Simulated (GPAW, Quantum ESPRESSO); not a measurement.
## B K-edge XANES of BN (P6_3/mmc)

Do two independent programs agree on the B K edge of BN (P6_3/mmc)? The same cell and functional are run with XSpectra and with GPAW.

Calculated with Quantum ESPRESSO 7.5; core-hole supercells, plane-wave PAW PBE (first program; GPAW 26.7.0 follows as the second).

An experiment to compare with: “Outstanding Thermal Conductivity of Single Atomic Layer Isotope-Modified Boron Nitride” (2020, arxiv:2008.00443). The in-plane thermal conductivity of suspended one- to three-layer hexagonal boron nitride enriched in boron-10 or boron-11 was measured near room temperature by the optothermal Raman technique. Raman, X-ray absorption and electron diffraction were used to characterise the exfoliated sheets and their parent crystals. It reports B K-edge features by NEXAFS at 55 deg incidence on isotopically pure and natural BN, same position in all; the values are set beside the results at the end.

This is a report of a sequence of runs, with most program output left out.

The database entry behind the starting cell differs from later determinations by our own check (about 0.3 % short, minor phase), so it need not match the best structure at ambient conditions.

## Step 1: Set-up

It takes space group P6_3/mmc (No. 194, hexagonal). Conventional cell: a = 2.498 Å, b = 2.498 Å, c = 6.636 Å, α = 90.00°, β = 90.00°, γ = 120.00°. N has 3 B at 1.44 Å nearest. B has 3 N at 1.44 Å nearest. Farther neighbours and most contacts between anions are not listed.

## Step 2: The field without a hole (Quantum ESPRESSO)

The ground state comes first: it tells whether the system has a gap, which decides how the excited electron is treated.

scf.in

```
&control
   calculation='scf', prefix='x', pseudo_dir='../pp', outdir='tmp', tprnfor=.true.
/
&system
   ibrav=0, nat=4, ntyp=3, nbnd=12
   ecutwfc=56, ecutrho=360
   occupations='smearing', smearing='mv', degauss=0.015
/
&electrons
   conv_thr=4.0e-08, electron_maxstep=120
   mixing_beta=0.5
/
ATOMIC_SPECIES
N 1.0 N.pbe-n-kjpaw.UPF
B3 1.0 B.pbe-n-kjpaw.UPF
B 1.0 B.pbe-n-kjpaw.UPF
CELL_PARAMETERS angstrom
  2.49824000 0.00000000 0.00000000
  -1.24912000 2.16353930 0.00000000
  0.00000000 0.00000000 6.63570000
ATOMIC_POSITIONS crystal
N    0.66666667 0.33333333 0.25000000
N    0.33333333 0.66666667 0.75000000
B3   0.66666667 0.33333333 0.75000000
B    0.33333333 0.66666667 0.25000000
K_POINTS automatic
12 12 4 0 0 0
```

N.pbe-n-kjpaw.ld1.in

```
&input
   title='N', zed=7., rel=1, iswitch=3, dft='PBE',
   config='[He] 2s2 2p3'
/
&inputp
   file_pseudopw='N.pbe-n-kjpaw.UPF', author='',
   lpaw=.true.,
   pseudotype=3,
   lloc=-1,
   rcloc=1.2,
   which_augfun='PSQ',
   rmatch_augfun_nc=.true.,
   nlcc=.true.,
   new_core_ps=.true.,
   rcore=0.7,
   tm=.true.,
   lgipaw_reconstruction=.true., use_paw_as_gipaw=.true.
/
4
2S  1  0  2.00  0.00  1.00  1.30  0.0
2S  1  0  0.00  2.00  1.00  1.30  0.0
2P  2  1  3.00  0.00  0.90  1.35  0.0
2P  2  1  0.00  0.05  0.90  1.35  0.0
```

B.pbe-n-kjpaw.ld1.in

```
&input
   title='B', zed=5., rel=1, iswitch=3, dft='PBE',
   config='[He] 2s2 2p1'
/
&inputp
   file_pseudopw='B.pbe-n-kjpaw.UPF', author='',
   lpaw=.true.,
   pseudotype=3,
   lloc=-1,
   rcloc=1.2,
   which_augfun='PSQ',
   rmatch_augfun_nc=.true.,
   nlcc=.true.,
   new_core_ps=.true.,
   rcore=0.9,
   tm=.true.,
   lgipaw_reconstruction=.true., use_paw_as_gipaw=.true.
/
4
2S  1  0  2.00  0.00  1.00  1.20  0.0
2S  1  0  0.00  3.00  1.00  1.20  0.0
2P  2  1  1.00  0.00  1.00  1.40  0.0
2P  2  1  0.00  1.50  1.00  1.40  0.0
```

Run with:

```sh
$ OMP_NUM_THREADS=1 mpirun --oversubscribe --bind-to none -np 4 pw.x -nk 4 -in scf.in > scf.out
```

Wall time 5.7 s (4 MPI ranks of Arm Neoverse V1, shared host); peak memory 0.07 GiB.

Absorbing atoms carry a label of their own (element plus a letter or digit), as the spectrum program needs them as separate species.

The mesh shows a gap of 4.30 eV, so the hole is first treated in a charged cell, without the excited electron.

## Step 3: Spectrum without a core hole, B atom 3 (Quantum ESPRESSO)

This cheap baseline ignores the attraction of the hole: it shows the absorber's empty states as they are in the ground state.

The absorber has 3 N at 1.44 Å (trigonal planar, site symmetry -6m2).

xspectra.in

```
&input_xspectra
   calculation='xanes_dipole', edge='K'
   prefix='x', outdir='tmp', xiabs=2, xe0=6.9302
   xonly_plot=.false., x_save_file='xanes.sav'
   xniter=3000, xcheck_conv=20, xerror=0.005
   xcoordcrys=.false., xepsilon(1)=1, xepsilon(2)=0, xepsilon(3)=0
/
&plot
   xnepoint=413, xemin=-10, xemax=45, terminator=.true., cut_occ_states=.true.
   xgamma=0.4
/
&pseudos
   filecore='../B.wfc'
/
&cut_occ
   cut_desmooth=0.1, cut_stepl=0.05, cut_stepu=0.05, cut_ierror=1e-5
/
10 10 4 0 0 0
```

Run with:

```sh
$ OMP_NUM_THREADS=1 mpirun --oversubscribe --bind-to none -np 4 xspectra.x -nk 4 -in xspectra.in > xspectra.out
```

Elapsed: 43 s, on 4 MPI ranks; peak memory 0.08 GiB.

The B K spectrum, B atom 3, no core hole (energy from the lowest empty level; intensity scaled to a mean of 1 over the first 20 eV; the points at xe0, where the cut of filled states can leave a spike, are interpolated; polarised curves are means over the symmetry-equivalent atoms):

```
E (eV)  isotropic  ε ⊥ c  ε ∥ c
  -2.0       0.06   0.02   0.15
  -1.4       0.09   0.02   0.22
  -0.8       0.15   0.02   0.40
  -0.2       0.35   0.02   1.00
   0.4       0.96   0.03   2.83
   1.0       1.12   0.03   3.31
   1.6       0.92   0.04   2.70
   2.2       0.73   0.05   2.08
   2.8       0.65   0.06   1.84
   3.4       0.48   0.08   1.28
   4.0       0.39   0.10   0.97
   4.6       0.44   0.15   1.01
   5.2       0.52   0.26   1.05
   5.8       0.58   0.48   0.79
   6.4       0.95   0.85   1.15
   7.0       1.35   1.47   1.09
   7.6       1.63   1.89   1.10
   8.2       1.56   1.63   1.41
   8.8       1.18   1.17   1.21
   9.4       1.02   0.99   1.08
  10.0       0.91   0.91   0.91
  10.6       1.29   1.41   1.04
  11.2       1.46   1.45   1.49
  11.8       1.16   0.97   1.54
  12.4       1.17   1.17   1.17
  13.0       1.16   1.39   0.69
  13.6       1.38   1.72   0.69
  14.2       1.08   1.21   0.83
  14.8       0.98   1.14   0.66
  15.4       1.03   1.23   0.61
  16.0       1.36   1.72   0.65
  16.6       1.48   1.88   0.68
  17.2       1.34   1.73   0.57
  17.8       0.85   1.01   0.53
  18.4       0.72   0.76   0.65
  19.0       0.63   0.65   0.59
  19.6       0.66   0.69   0.60
  20.2       0.59   0.65   0.48
  20.8       0.82   0.95   0.56
  21.4       0.94   1.16   0.51
  22.0       1.32   1.71   0.54
  22.6       1.85   2.44   0.67
  23.2       2.49   3.40   0.68
  23.8       2.00   2.69   0.61
  24.4       1.74   2.29   0.64
  25.0       1.62   2.14   0.57
  25.6       1.21   1.53   0.58
  26.2       1.05   1.32   0.52
  26.8       0.77   0.89   0.52
  27.4       0.59   0.54   0.70
  28.0       0.53   0.35   0.91
  28.6       0.54   0.35   0.93
  29.2       0.65   0.37   1.21
  29.8       0.53   0.30   0.99
  30.4       0.58   0.30   1.13
  31.0       0.74   0.32   1.56
  31.6       0.73   0.34   1.51
```

Main maxima below 24 eV (height): 1.2 eV (1.14), 7.5 eV (1.66), 11.1 eV (1.52), 12.5 eV (1.22), 13.5 eV (1.43), 16.4 eV (1.58) and 23.4 eV (2.54). A K edge sees empty p states; at this planar three-fold site the curve for the electric vector normal to the plane peaks at 1.2 eV, where it is mainly π* that absorbs: that direction carries over 70 % of the weight there.

## Step 4: Another broadening

The final state's lifetime shortens with energy, so measured features broaden above the edge; the saved Lanczos coefficients are redrawn with a width that grows.

xspectra_plot.in

```
&input_xspectra
   calculation='xanes_dipole', edge='K'
   prefix='x', outdir='tmp', xiabs=2, xe0=6.9302
   xonly_plot=.true., x_save_file='xanes.sav'
   xniter=3000, xcheck_conv=20, xerror=0.005
   xcoordcrys=.false., xepsilon(1)=1, xepsilon(2)=0, xepsilon(3)=0
/
&plot
   xnepoint=413, xemin=-10, xemax=45, terminator=.true., cut_occ_states=.true.
   gamma_mode='variable', gamma_energy(1)=4, gamma_energy(2)=25, gamma_value(1)=0.3, gamma_value(2)=2.5
/
&pseudos
   filecore='../B.wfc'
/
&cut_occ
   cut_desmooth=0.1, cut_stepl=0.05, cut_stepu=0.05, cut_ierror=1e-5
/
10 10 4 0 0 0
```

Run with:

```sh
$ OMP_NUM_THREADS=1 xspectra.x -in xspectra_plot.in > xspectra_plot.out
```

Elapsed: 7.6 s, on 1 MPI rank; peak memory 0.05 GiB.

With a Lorentzian half width 0.3 eV up to 4 eV, rising linearly to 2.5 eV at 25 eV (counted from xe0, 2.2 eV below the zero used here), the maxima are 0.5 eV (1.21), 1.2 eV (1.28), 7.7 eV (1.37), 11.1 eV (1.20) and 23.5 eV (1.30).

## Step 5: Reference energy of the supercell (Quantum ESPRESSO)

The photon energy needs a difference of total energies, so the cell and mesh of the coming hole run are first run without a hole.

scf.in

```
&control
   calculation='scf', prefix='x', pseudo_dir='../pp', outdir='tmp', tprnfor=.true.
/
&system
   ibrav=0, nat=28, ntyp=2, nbnd=60
   ecutwfc=56, ecutrho=360
   occupations='fixed'
/
&electrons
   conv_thr=2.8e-07, electron_maxstep=120
   mixing_beta=0.5
/
ATOMIC_SPECIES
N 1.0 N.pbe-n-kjpaw.UPF
B 1.0 B.pbe-n-kjpaw.UPF
CELL_PARAMETERS angstrom
  6.24560000 2.16353930 0.00000000
  -4.99648000 4.32707861 0.00000000
  0.00000000 0.00000000 6.63570000
ATOMIC_POSITIONS crystal
N    0.23809524 0.04761905 0.25000000
N    0.38095238 0.47619048 0.25000000
N    0.52380952 0.90476190 0.25000000
N    0.66666667 0.33333333 0.25000000
N    0.80952381 0.76190476 0.25000000
N    0.95238095 0.19047619 0.25000000
N    0.09523810 0.61904762 0.25000000
N    0.19047619 0.23809524 0.75000000
[... 16 atom lines left out ...]
B    0.61904762 0.52380952 0.25000000
B    0.76190476 0.95238095 0.25000000
B    0.90476190 0.38095238 0.25000000
B    0.04761905 0.80952381 0.25000000
K_POINTS automatic
3 3 3 0 0 0
```

Run with:

```sh
$ OMP_NUM_THREADS=1 mpirun --oversubscribe --bind-to none -np 4 pw.x -nk 4 -in scf.in > scf.out
```

The job ended after 48 s (4 MPI ranks; peak memory 0.27 GiB).

Reference energy: -30362.600 eV with the cores included.

## Step 6: The atom with a core hole (Quantum ESPRESSO)

The frozen core must hold the hole, so the absorber gets a data set of its own.

B.pbe-n-kjpaw-1sch.ld1.in

```
&input
   title='B', zed=5., rel=1, iswitch=3, dft='PBE',
   config='1s1 2s2 2p1'
/
&inputp
   file_pseudopw='B.pbe-n-kjpaw-1sch.UPF', author='',
   lpaw=.true.,
   pseudotype=3,
   lloc=-1,
   rcloc=1.2,
   which_augfun='PSQ',
   rmatch_augfun_nc=.true.,
   nlcc=.true.,
   new_core_ps=.true.,
   rcore=0.9,
   tm=.true.,
   zval=4,
   lgipaw_reconstruction=.true., use_paw_as_gipaw=.true.
/
4
2S  1  0  2.00  0.00  1.00  1.20  0.0
2S  1  0  0.00  3.00  1.00  1.20  0.0
2P  2  1  1.00  0.00  1.00  1.40  0.0
2P  2  1  0.00  1.50  1.00  1.40  0.0
```

Run with:

```sh
$ ld1.x < B.pbe-n-kjpaw-1sch.ld1.in > B.pbe-n-kjpaw-1sch.ld1.out
```

Run time: 0.67 s. Hardware: 1 MPI rank; peak memory 0.12 GiB.

## Step 7: Supercell with FCH, B atom 3 (Quantum ESPRESSO)

The holes are 6.6 Å apart. The excited electron is left out and a uniform background balances the charge.

scf.in, as its differences from that of step 5:

```diff
@@ -4,5 +4,6 @@
 &system
-   ibrav=0, nat=28, ntyp=2, nbnd=60
+   ibrav=0, nat=28, ntyp=3, nbnd=60
    ecutwfc=56, ecutrho=360
    occupations='fixed'
+   tot_charge=1
 /
@@ -14,2 +15,3 @@
 N 1.0 N.pbe-n-kjpaw.UPF
+B0 1.0 B.pbe-n-kjpaw-1sch.UPF
 B 1.0 B.pbe-n-kjpaw.UPF
@@ -34,3 +36,3 @@
 N    0.04761905 0.80952381 0.75000000
-B    0.23809524 0.04761905 0.75000000
+B0   0.23809524 0.04761905 0.75000000
 B    0.38095238 0.47619048 0.75000000
```

Run with:

```sh
$ OMP_NUM_THREADS=1 mpirun --oversubscribe --bind-to none -np 4 pw.x -nk 4 -in scf.in > scf.out
```

The job ended after 64 s (4 MPI ranks; peak memory 0.29 GiB).

Energy with the hole: -30174.281 eV, cores included.

## Step 8: Spectrum with FCH, B atom 3 (Quantum ESPRESSO)

The Lanczos recursion gives the spectrum without computing empty bands; each polarisation needs a run of its own on the full k mesh. xe0 is set between filled and empty states, and states below it are cut. The file of filecore holds the core orbital, taken from the hole-free data set.

xspectra.in, as its differences from that of step 3:

```diff
@@ -2,3 +2,3 @@
    calculation='xanes_dipole', edge='K'
-   prefix='x', outdir='tmp', xiabs=2, xe0=6.9302
+   prefix='x', outdir='tmp', xiabs=2, xe0=6.2103
    xonly_plot=.false., x_save_file='xanes.sav'
@@ -17,2 +17,2 @@
 /
-10 10 4 0 0 0
+4 4 4 0 0 0
```

xspectra_1.in, as its differences from xspectra.in of step 8:

```diff
@@ -5,3 +5,3 @@
    xniter=3000, xcheck_conv=20, xerror=0.005
-   xcoordcrys=.false., xepsilon(1)=1, xepsilon(2)=0, xepsilon(3)=0
+   xcoordcrys=.false., xepsilon(1)=0, xepsilon(2)=0, xepsilon(3)=1
 /
```

Run with:

```sh
$ OMP_NUM_THREADS=1 mpirun --oversubscribe --bind-to none -np 4 xspectra.x -nk 4 -in xspectra.in > xspectra.out
```

Run time: 4.4 min. Hardware: 4 MPI ranks; peak memory 0.24 GiB; 17 min of CPU time.

The B K spectrum, B atom 3, full core hole (charged cell) (energy from the lowest empty level; intensity scaled to a mean of 1 over the first 20 eV; the points at xe0, where the cut of filled states can leave a spike, are interpolated; polarised curves are means over the symmetry-equivalent atoms):

```
E (eV)  isotropic  ε ⊥ c  ε ∥ c
  -2.0       0.13   0.02   0.33
  -1.5       0.20   0.03   0.54
  -1.0       0.44   0.03   1.26
  -0.5       0.90   0.03   2.62
   0.0       2.50   0.04   7.41
   0.5       2.18   0.04   6.46
   1.0       0.95   0.05   2.76
   1.5       0.42   0.06   1.13
   2.0       0.26   0.07   0.64
   2.5       0.24   0.09   0.55
   3.0       0.24   0.11   0.51
   3.5       0.27   0.14   0.52
   4.0       0.36   0.20   0.67
   4.5       0.35   0.29   0.48
   5.0       0.46   0.49   0.41
   5.5       0.78   0.90   0.55
   6.0       1.44   1.92   0.49
   6.5       2.76   3.95   0.37
   7.0       3.72   5.37   0.42
   7.5       2.27   3.11   0.59
   8.0       1.60   1.99   0.82
   8.5       1.27   1.52   0.76
   9.0       1.01   1.16   0.70
   9.5       0.91   1.00   0.73
  10.0       0.97   1.07   0.77
  10.5       0.84   0.95   0.62
  11.0       0.82   0.91   0.63
  11.5       0.94   1.06   0.69
  12.0       1.11   1.33   0.68
  12.5       1.34   1.65   0.73
  13.0       1.03   1.23   0.64
  13.5       0.89   0.99   0.68
  14.0       0.87   0.99   0.63
  14.5       0.89   1.06   0.54
  15.0       0.89   1.14   0.39
  15.5       0.87   1.12   0.37
  16.0       0.82   0.99   0.47
  16.5       0.77   0.93   0.45
  17.0       0.82   1.03   0.38
  17.5       0.75   0.96   0.35
  18.0       0.70   0.86   0.39
  18.5       0.56   0.64   0.42
  19.0       0.45   0.44   0.45
  19.5       0.40   0.37   0.46
  20.0       0.45   0.41   0.54
  20.5       0.50   0.53   0.45
  21.0       0.60   0.70   0.41
  21.5       0.77   0.97   0.37
  22.0       0.95   1.26   0.33
  22.5       1.32   1.77   0.42
  23.0       1.46   1.96   0.47
  23.5       1.22   1.59   0.48
  24.0       0.99   1.20   0.57
  24.5       0.82   0.89   0.69
  25.0       0.54   0.53   0.58
  25.5       0.41   0.37   0.49
  26.0       0.44   0.40   0.51
  26.5       0.44   0.43   0.47
  27.0       0.41   0.39   0.44
  27.5       0.38   0.29   0.57
  28.0       0.34   0.21   0.61
  28.5       0.30   0.18   0.56
  29.0       0.31   0.15   0.63
  29.5       0.33   0.13   0.73
  30.0       0.33   0.11   0.77
  30.5       0.41   0.12   0.99
  31.0       0.45   0.14   1.06
  31.5       0.39   0.14   0.87
  32.0       0.37   0.14   0.85
```

Main maxima below 24 eV (height): 0.1 eV (2.72), 6.9 eV (3.81), 12.6 eV (1.35) and 23.0 eV (1.47). A K edge sees empty p states; at this planar three-fold site the curve for the electric vector normal to the plane peaks at 0.1 eV, where it is mainly π* that absorbs: that direction carries over 70 % of the weight there.

The hole costs E(hole) − E(ground) = 188.32 eV, and the lowest empty level of the hole cell lies at 7.02 eV, which puts the zero at 195.34 eV. One term is added: -5.59 eV, since the hole is spin-paired here and a spin-polarised one costs that much less in the free atom (computed apart). The photon energy is then 189.75 eV. The functional and the charged cell's background leave an error of a few eV in such absolute values.

## Step 9: Another broadening

xspectra_plot.in, as its differences from that of step 4:

```diff
@@ -2,3 +2,3 @@
    calculation='xanes_dipole', edge='K'
-   prefix='x', outdir='tmp', xiabs=2, xe0=6.9302
+   prefix='x', outdir='tmp', xiabs=2, xe0=6.2103
    xonly_plot=.true., x_save_file='xanes.sav'
@@ -17,2 +17,2 @@
 /
-10 10 4 0 0 0
+4 4 4 0 0 0
```

Run with:

```sh
$ OMP_NUM_THREADS=1 xspectra.x -in xspectra_plot.in > xspectra_plot.out
```

The job ended after 2.5 s (1 MPI rank; peak memory 0.04 GiB).

With a Lorentzian half width 0.3 eV up to 4 eV, rising linearly to 2.5 eV at 25 eV (counted from xe0, 0.8 eV below the zero used here), the maxima are 0.1 eV (3.31), 6.9 eV (2.78), 12.3 eV (1.03) and 22.7 eV (0.80).

## Step 10: Supercell with XCH, B atom 3 (Quantum ESPRESSO)

The holes are 6.6 Å apart. The excited electron is kept in the cell, where it fills the lowest empty states and screens the hole.

Changed against the first core-hole run: core hole to XCH.

scf.in, as its differences from that of step 7:

```diff
@@ -4,6 +4,5 @@
 &system
-   ibrav=0, nat=28, ntyp=3, nbnd=60
+   ibrav=0, nat=28, ntyp=3, nbnd=70
    ecutwfc=56, ecutrho=360
-   occupations='fixed'
-   tot_charge=1
+   occupations='smearing', smearing='gaussian', degauss=0.003
 /
```

Run with:

```sh
$ OMP_NUM_THREADS=1 mpirun --oversubscribe --bind-to none -np 4 pw.x -nk 4 -in scf.in > scf.out
```

It took 71 s on 4 MPI ranks; peak memory 0.3 GiB.

Energy with the hole: -30166.622 eV, cores included.

## Step 11: Excitation energy, B atom 3 (Quantum ESPRESSO)

With the excited electron kept in the cell the system stays neutral, and the energy difference is an excitation energy by itself. In a small cell that electron takes up a good share of the lowest empty band, or all of one, which shifts the value from the true onset.

The total-energy difference is 195.98 eV. With the free-atom term of -5.59 eV for this edge, the photon energy is 190.39 eV.

## Step 12: The field without a hole (GPAW)

The second program starts from its own ground state, on the same cell and functional.

scf.py

```python
import numpy as np
from ase import Atoms
from ase.parallel import parprint, paropen
from gpaw import GPAW, PW, FermiDirac, Mixer, MixerDif, setup_paths
from gpaw.test import gen
setup_paths.insert(0, '.')
gen('B', name='nch1s', xcname='PBE', corehole=(1, 0, 0), write_xml=True)
from gpaw.mpi import world
world.barrier()

atoms = Atoms('N2B2',
    cell=[[2.49824, 0, 0],
     [-1.24912, 2.1635393, 0],
     [0, 0, 6.6357]],
    scaled_positions=[[0.66666667, 0.33333333, 0.25],
     [0.33333333, 0.66666667, 0.75],
     [0.66666667, 0.33333333, 0.75],
     [0.33333333, 0.66666667, 0.25]],
    pbc=True)
atoms.calc = calc = GPAW(legacy_gpaw=True, mode=PW(500, force_complex_dtype=True), xc='PBE', setups={2: 'nch1s'},
    kpts={'size': (11, 11, 4), 'gamma': True}, occupations=FermiDirac(0.05),
    charge=0, mixer=Mixer(0.1, 5, 50), maxiter=150,
    convergence={'density': 0.0001, 'eigenstates': 1e-6}, txt='scf.txt')
energy = atoms.get_potential_energy() + calc.get_reference_energy()
ef = calc.get_fermi_level()
out = dict(energy=energy, fermi=ef, forces=atoms.get_forces().tolist())
parprint(f'all-electron energy {energy:.4f} eV, Fermi level {ef:.4f} eV')
ev = np.array([[calc.get_eigenvalues(k, s) for k in range(len(calc.get_ibz_k_points()))] for s in range(calc.get_number_of_spins())])
out['homo'], out['lumo'], out['counts'] = ev[ev < ef].max(), ev[ev > ef].min(), sorted(set((ev < ef).sum((0, 2)).tolist()))
out['filled'] = (ev[:, 0] < ef).sum(1).tolist()
import json
with paropen('out.json', 'w') as f:
    json.dump(out, f)
```

Run with:

```sh
$ OMP_NUM_THREADS=1 mpirun -n 4 gpaw python scf.py
```

The job ended after 9.9 s (4 MPI ranks; peak memory 0.18 GiB; 39 s of CPU time).

The mesh shows a gap of 4.32 eV, so the hole is first treated in a charged cell, without the excited electron.

(Continued in part 2 of 3.)

[Logs are printed without paths, hosts, clocks, repeated set-up lines and the standing remarks that a program may print on its own settings, such as how far it seeks lower states.]

[Hosts, paths, dates, database ids (printed as entryN), source tags and the programs' standing remarks are cut or masked in the printed files.]

[Lists of maxima count a maximum above −3 eV only where it reaches 4 % of the highest in the window and stands out from its surroundings by 2 % of it (1.5 % where it reaches 55 %); shoulders and weaker maxima are passed over, and of the rest the first, up to two pre-edge ones and the few strongest are named.]
